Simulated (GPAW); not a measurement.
**Screening of a field by 1T-SnSe2 monolayer**

Wanted: the out-of-plane polarisability of 1T-SnSe2 monolayer.

Calculated with GPAW 26.7.0; GPAW, PAW setups; layer in a repeated cell with vacuum, relaxation of atoms and in-plane cell, in the first sound run; inputs show where later runs differ.

This is a report of a sequence of runs, with most program output left out.

## 1. The starting structure

The cell holds 3 atoms: 2 Se and 1 Sn. Its edges and angles: a = 3.870 Å, b = 3.870 Å, c = 16.110 Å, α = 90.0°, β = 90.0°, γ = 120.0°. Vacuum lies along c.

## 2. Relaxation

Forces are removed first; all later runs use this geometry.

Input file run.py:

```python
import json
import numpy as np
from ase import Atoms
from ase.filters import FrechetCellFilter
from ase.optimize import BFGS
from gpaw import GPAW, PW

slab = Atoms(
    ['Se', 'Sn', 'Se'],
    positions=[
        [1.93500, 1.11717, 7.00000],
        [0.00000, 0.00000, 8.05524],
        [-0.00000, 2.23435, 9.11049]],
    cell=[[3.87, 0.0, 0.0], [-1.935, 3.35152, 0.0], [0.0, 0.0, 16.1105]],
    pbc=[True, True, True])

slab.calc = GPAW(mode=PW(600), xc='PBE', kpts={'size': (9, 9, 1), 'gamma': True},
                 occupations={'name': 'fermi-dirac', 'width': 0.05}, nbands='200%',
                 convergence={'density': 1e-05}, maxiter=200,
                 symmetry={'tolerance': 1e-3}, txt='slab.txt')
result = {}
# The in-plane cell is free; stress needs a cell that repeats along all three vectors
path = []
opt = BFGS(FrechetCellFilter(slab, mask=[1, 1, 0, 0, 0, 1]), maxstep=0.2)
opt.attach(lambda: path.append((slab.get_potential_energy(), slab.positions.tolist(), slab.get_forces().tolist())))
result['relaxed'] = bool(opt.run(fmax=0.02, steps=45))
result['path'] = path
result['cell'] = slab.cell.tolist()
print('in-plane lattice', slab.cell.cellpar().round(4)[[0, 1, 5]])
energy = slab.get_potential_energy()
fermi = slab.calc.get_fermi_level()
v = slab.calc.get_electrostatic_potential().mean((0, 1)) - fermi
n = slab.calc.get_pseudo_density().mean((0, 1))
L = slab.cell[2, 2]
z = np.arange(len(v)) * L / len(v)
low, high = slab.positions[:, 2].min(), slab.positions[:, 2].max()
below, above = np.interp([low - 4.8, high + 4.8], z, v)
slopes = [np.interp(x, z, np.gradient(v, z)) for x in (low - 4.8, high + 4.8)]
eps = np.array([[slab.calc.get_eigenvalues(k, s) for k in range(len(slab.calc.get_ibz_k_points()))]
                for s in range(slab.calc.get_number_of_spins())]) - fermi
top, bottom = eps[eps < 0].max(), eps[eps > 0].min()
dipole = slab.get_dipole_moment()[2]
print(f'energy {energy:.4f} eV, Fermi level {fermi:.4f} eV, dipole {dipole:.5f} e A')
print(f'potential 4.8 A off the faces, from the Fermi level: lower {below:.4f} eV, upper {above:.4f} eV')
print(f'slope of the potential there: lower {slopes[0]:.5f}, upper {slopes[1]:.5f} eV/A')
print(f'nearest levels on the mesh: {top:.4f} and {bottom:.4f} eV')
print('magnetic moment', round(slab.get_magnetic_moment(), 3))
result.update(energy=energy, fermi=fermi, dipole=dipole, below=below, above=above, slopes=slopes, edges=[top, bottom],
              z=z.tolist(), v=v.tolist(), n=n.tolist(), positions=slab.positions.tolist(),
              forces=slab.get_forces(apply_constraint=False).tolist(), moments=slab.get_magnetic_moments().tolist())
json.dump(result, open('result.json', 'w'))
```

Launch:

```
$ OMP_NUM_THREADS=1 OPENBLAS_NUM_THREADS=1 python run.py
```

Wall time 7.1 min (1 thread of Arm Neoverse V2, shared host); peak memory 0.41 GiB.

Numbers from this step:

- dipole along the normal: -2.47e-5 e·Å
- levels nearest the Fermi level on the mesh: -0.4379, 0.4209 eV from the Fermi level

Electrostatic potential energy of an electron (without an applied field's), less the Fermi level, planar mean against z:

z (Å), electrostatic potential energy of an electron (without an applied field's), less the Fermi level, planar mean (eV) and a bar from the least value:
```
        0        5.6 ##############################
        1        5.6 ##############################
        2        5.6 ##############################
        3        5.6 ##############################
        4        5.6 ##############################
        5        5.1 #############################
        6       -3.8 ################
        7       -5.1 ##############
        8      -14.1 
        9       -4.1 ###############
       10       -6.7 ###########
       11        4.9 #############################
       12        5.6 ##############################
       13        5.6 ##############################
       14        5.6 ##############################
       15        5.6 ##############################
       16        5.6 ##############################
```

Table of pseudo valence density, planar mean by z:

```csv
z (Å),"pseudo valence density, planar mean (e/Å³)"
3.0,7.0e-5
3.5,3.1e-4
4.0,0.00135
4.5,0.00596
5.0,0.0265
5.5,0.108
6.0,0.274
6.5,0.186
7.0,0.347
7.5,0.421
8.0,1.08
8.5,0.532
9.0,0.340
9.5,0.232
10.0,0.274
10.5,0.143
11.0,0.0371
11.5,0.00841
12.0,0.00190
12.5,4.4e-4
13.0,1.0e-4
```

The relaxation lowered the energy of the cell by 2.84 eV (energies extrapolated to zero smearing; the optimiser's log prints free energies). The largest force left on a free atom is 0.0015 eV/Å.

## 3. The slab's potential

The work function is the vacuum plateau of the electrostatic potential less the Fermi level; a dipole layer lets the two faces have plateaus of their own.

This step: GPAW, PAW setups; slab in vacuum (GPAW 26.7.0).

The cell differs from the one that the last finished run ended in (c 16.110 → 17.188 Å).

run.py, as its differences from that of step 2:

```diff
@@ -3,4 +3,2 @@
 from ase import Atoms
-from ase.filters import FrechetCellFilter
-from ase.optimize import BFGS
 from gpaw import GPAW, PW
@@ -10,21 +8,14 @@
     positions=[
-        [1.93500, 1.11717, 7.00000],
-        [0.00000, 0.00000, 8.05524],
-        [-0.00000, 2.23435, 9.11049]],
-    cell=[[3.87, 0.0, 0.0], [-1.935, 3.35152, 0.0], [0.0, 0.0, 16.1105]],
-    pbc=[True, True, True])
+        [1.93202, 1.11545, 7.00000],
+        [-0.00000, -0.00000, 8.59374],
+        [-0.00000, 2.23091, 10.18749]],
+    cell=[[3.86405, 0.0, 0.0], [-1.93202, 3.34636, 0.0], [0.0, 0.0, 17.1875]],
+    pbc=[True, True, False])
 
-slab.calc = GPAW(mode=PW(600), xc='PBE', kpts={'size': (9, 9, 1), 'gamma': True},
+slab.calc = GPAW(mode=PW(400), xc='PBE', kpts={'size': (9, 9, 1), 'gamma': True},
                  occupations={'name': 'fermi-dirac', 'width': 0.05}, nbands='200%',
                  convergence={'density': 1e-05}, maxiter=200,
+                 poissonsolver={'dipolelayer': 'xy'},
                  symmetry={'tolerance': 1e-3}, txt='slab.txt')
 result = {}
-# The in-plane cell is free; stress needs a cell that repeats along all three vectors
-path = []
-opt = BFGS(FrechetCellFilter(slab, mask=[1, 1, 0, 0, 0, 1]), maxstep=0.2)
-opt.attach(lambda: path.append((slab.get_potential_energy(), slab.positions.tolist(), slab.get_forces().tolist())))
-result['relaxed'] = bool(opt.run(fmax=0.02, steps=45))
-result['path'] = path
-result['cell'] = slab.cell.tolist()
-print('in-plane lattice', slab.cell.cellpar().round(4)[[0, 1, 5]])
 energy = slab.get_potential_energy()
```

Run time: 18 s. Hardware: 1 thread; peak memory 0.19 GiB.

Numbers from this step:

```
dipole along the normal                    : 8.08e-5 e·Å
levels nearest the Fermi level on the mesh : -0.4364, 0.4194 eV from the Fermi level
upper work function                        : 5.617 eV
lower work function                        : 5.615 eV
upper ionisation energy                    : 6.053 eV
```

The electrostatic potential energy of an electron (without an applied field's), less the Fermi level, planar mean by z:

```csv
z (Å),"electrostatic potential energy of an electron (without an applied field's), less the Fermi level, planar mean (eV)"
0,5.62
1,5.61
2,5.61
3,5.61
4,5.61
5,5.50
6,3.51
7,-13.6
8,-5.75
9,-8.91
10,-11.8
11,1.97
12,5.43
13,5.61
14,5.62
15,5.62
16,5.62
17,5.62
```

Pseudo valence density, planar mean against z:

```csv
z (Å),"pseudo valence density, planar mean (e/Å³)"
0.00,-1.4e-6
0.43,-1.4e-6
0.86,-1.4e-6
1.29,-1.3e-6
1.93,2.4e-6
2.36,4.0e-6
2.79,9.7e-6
3.22,3.0e-5
3.65,1.0e-4
4.08,3.5e-4
4.51,0.00123
4.94,0.00440
5.59,0.0300
6.02,0.101
6.45,0.253
6.88,0.193
7.30,0.323
7.73,0.333
8.16,0.535
8.81,0.900
9.24,0.362
9.67,0.351
10.10,0.193
10.53,0.283
10.96,0.170
11.39,0.0558
12.03,0.00832
12.46,0.00231
12.89,6.5e-4
13.32,1.8e-4
13.75,5.0e-5
14.18,1.3e-5
14.61,2.6e-6
15.04,0
15.68,1.8e-6
16.11,1.7e-6
16.54,1.6e-6
16.97,1.6e-6
```

The layer is gapped, so the Fermi level lies somewhere inside the gap, set by smearing and numerics, and these work functions are no property of the material; the band edges below the vacuum level are. The potential is flat to 1.8e-4 eV/Å where it is read, so the vacuum is wide enough.

## 4. Field on

A uniform field along the normal polarises the slab; the atoms stay fixed, so this is the electronic response alone.

run.py, as its differences from that of step 3:

```diff
@@ -4,2 +4,3 @@
 from gpaw import GPAW, PW
+from gpaw.external import ConstantElectricField
 
@@ -18,2 +19,3 @@
                  poissonsolver={'dipolelayer': 'xy'},
+                 external=ConstantElectricField(-0.2, [0, 0, 1]),
                  symmetry={'tolerance': 1e-3}, txt='slab.txt')
```

Run time: 59 s. Hardware: 1 thread; peak memory 0.27 GiB.

Numbers from this step:

```
dipole along the normal                                         : -0.07558 e·Å
levels nearest the Fermi level on the mesh                      : -0.4362, 0.4192 eV from the Fermi level
potential below the slab, the applied field's own ramp left out : 5.089 eV from the Fermi level
potential above the slab, the applied field's own ramp left out : 6.147 eV from the Fermi level
```

Table of electrostatic potential energy of an electron (without an applied field's), less the Fermi level, planar mean by z:

z (Å), electrostatic potential energy of an electron (without an applied field's), less the Fermi level, planar mean (eV) and a bar from the least value:
```
      0.0        5.6 #############################
      0.5        5.1 ############################
      1.0        5.1 ############################
      1.5        5.1 ############################
      2.0        5.1 ############################
      2.5        5.1 ############################
      3.0        5.1 ############################
      3.5        5.1 ############################
      4.0        5.1 ############################
      4.5        5.1 ############################
      5.0        5.0 ############################
      5.5        4.6 ############################
      6.0        3.1 #########################
      6.5       -3.4 ################
      7.0      -14.0 
      7.5       -5.8 ############
      8.0       -5.9 ############
      8.5      -13.9 
      9.0       -8.8 ########
      9.5       -3.8 ###############
     10.0      -11.5 ####
     10.5       -7.3 ##########
     11.0        2.4 ########################
     11.5        5.3 #############################
     12.0        5.9 ##############################
     12.5        6.1 ##############################
     13.0        6.1 ##############################
     13.5        6.1 ##############################
     14.0        6.1 ##############################
     14.5        6.1 ##############################
     15.0        6.1 ##############################
     15.5        6.1 ##############################
     16.0        6.1 ##############################
     16.5        6.1 ##############################
     17.0        5.9 ##############################
```

Force by atom:

| atom | x (eV/Å) | y (eV/Å) | z (eV/Å) | size |
| --- | --- | --- | --- | --- |
| Se1 | 0.0000 | 0.0000 | 0.0253 | 0.0253 |
| Sn2 | 0.0000 | 0.0000 | -0.0585 | 0.0585 |
| Se3 | 0.0000 | 0.0000 | 0.0332 | 0.0332 |

The dipole is now -0.0756 e Å, against 8.1e-5 in the run without a field.

## 5. Field on

run.py, as its differences from that of step 4:

```diff
@@ -19,3 +19,3 @@
                  poissonsolver={'dipolelayer': 'xy'},
-                 external=ConstantElectricField(-0.2, [0, 0, 1]),
+                 external=ConstantElectricField(-0.1, [0, 0, 1]),
                  symmetry={'tolerance': 1e-3}, txt='slab.txt')
```

Elapsed: 59 s, on 1 thread; peak memory 0.27 GiB.

Numbers from this step:

| Quantity | Value |
| --- | --- |
| dipole along the normal | -0.03778 e·Å |
| levels nearest the Fermi level on the mesh | -0.4363, 0.4193 eV from the Fermi level |
| potential below the slab, the applied field's own ramp left out | 5.352 eV from the Fermi level |
| potential above the slab, the applied field's own ramp left out | 5.880 eV from the Fermi level |

Table of electrostatic potential energy of an electron (without an applied field's), less the Fermi level, planar mean by z:

z (Å), electrostatic potential energy of an electron (without an applied field's), less the Fermi level, planar mean (eV) and a bar from the least value:
```
      0.0        5.6 ##############################
      0.5        5.4 #############################
      1.0        5.4 #############################
      1.5        5.4 #############################
      2.0        5.4 #############################
      2.5        5.4 #############################
      3.0        5.4 #############################
      3.5        5.4 #############################
      4.0        5.3 #############################
      4.5        5.3 #############################
      5.0        5.2 #############################
      5.5        4.9 ############################
      6.0        3.3 ##########################
      6.5       -3.2 ################
      7.0      -13.8 
      7.5       -5.7 ############
      8.0       -5.8 ############
      8.5      -13.9 
      9.0       -8.9 ########
      9.5       -3.9 ###############
     10.0      -11.7 ###
     10.5       -7.5 ##########
     11.0        2.2 ########################
     11.5        5.0 #############################
     12.0        5.7 ##############################
     12.5        5.8 ##############################
     13.0        5.9 ##############################
     13.5        5.9 ##############################
     14.0        5.9 ##############################
     14.5        5.9 ##############################
     15.0        5.9 ##############################
     15.5        5.9 ##############################
     16.0        5.9 ##############################
     16.5        5.9 ##############################
     17.0        5.8 ##############################
```

The dipole is now -0.0378 e Å, against 8.1e-5 in the run without a field.

## 6. In a field

run.py, as its differences from that of step 5:

```diff
@@ -19,3 +19,3 @@
                  poissonsolver={'dipolelayer': 'xy'},
-                 external=ConstantElectricField(-0.1, [0, 0, 1]),
+                 external=ConstantElectricField(-0.05, [0, 0, 1]),
                  symmetry={'tolerance': 1e-3}, txt='slab.txt')
```

It took 59 s on 1 thread; peak memory 0.27 GiB.

## 7. In a field

run.py, as its differences from that of step 6:

```diff
@@ -19,3 +19,3 @@
                  poissonsolver={'dipolelayer': 'xy'},
-                 external=ConstantElectricField(-0.05, [0, 0, 1]),
+                 external=ConstantElectricField(0.05, [0, 0, 1]),
                  symmetry={'tolerance': 1e-3}, txt='slab.txt')
```

The job ended after 59 s (1 thread; peak memory 0.27 GiB).

## 8. Field on

run.py, as its differences from that of step 7:

```diff
@@ -19,3 +19,3 @@
                  poissonsolver={'dipolelayer': 'xy'},
-                 external=ConstantElectricField(0.05, [0, 0, 1]),
+                 external=ConstantElectricField(0.1, [0, 0, 1]),
                  symmetry={'tolerance': 1e-3}, txt='slab.txt')
```

Run time: 59 s. Hardware: 1 thread; peak memory 0.27 GiB.

Electrostatic potential energy of an electron (without an applied field's), less the Fermi level, planar mean against z:

z (Å), electrostatic potential energy of an electron (without an applied field's), less the Fermi level, planar mean (eV) and a bar from the least value:
```
      0.0        5.6 ##############################
      0.5        5.9 ##############################
      1.0        5.9 ##############################
      1.5        5.9 ##############################
      2.0        5.9 ##############################
      2.5        5.9 ##############################
      3.0        5.9 ##############################
      3.5        5.9 ##############################
      4.0        5.9 ##############################
      4.5        5.9 ##############################
      5.0        5.8 ##############################
      5.5        5.4 #############################
      6.0        3.7 ###########################
      6.5       -2.8 #################
      7.0      -13.5 #
      7.5       -5.5 #############
      8.0       -5.7 ############
      8.5      -13.9 
      9.0       -8.9 ########
      9.5       -4.1 ###############
     10.0      -11.9 ###
     10.5       -7.9 #########
     11.0        1.8 ########################
     11.5        4.5 ############################
     12.0        5.2 #############################
     12.5        5.3 #############################
     13.0        5.3 #############################
     13.5        5.3 #############################
     14.0        5.4 #############################
     14.5        5.4 #############################
     15.0        5.4 #############################
     15.5        5.4 #############################
     16.0        5.4 #############################
     16.5        5.4 #############################
     17.0        5.5 #############################
```

The dipole is now 0.0378 e Å, against 8.1e-5 in the run without a field.

(Part 1 of 2 ends here.)

[Logs are printed without paths, hosts, clocks, repeated set-up lines and the standing remarks that a program may print on its own settings, such as how far it seeks lower states.]

[Hosts, paths, dates, database ids (printed as entryN), source tags and the programs' standing remarks are cut or masked in the printed files.]
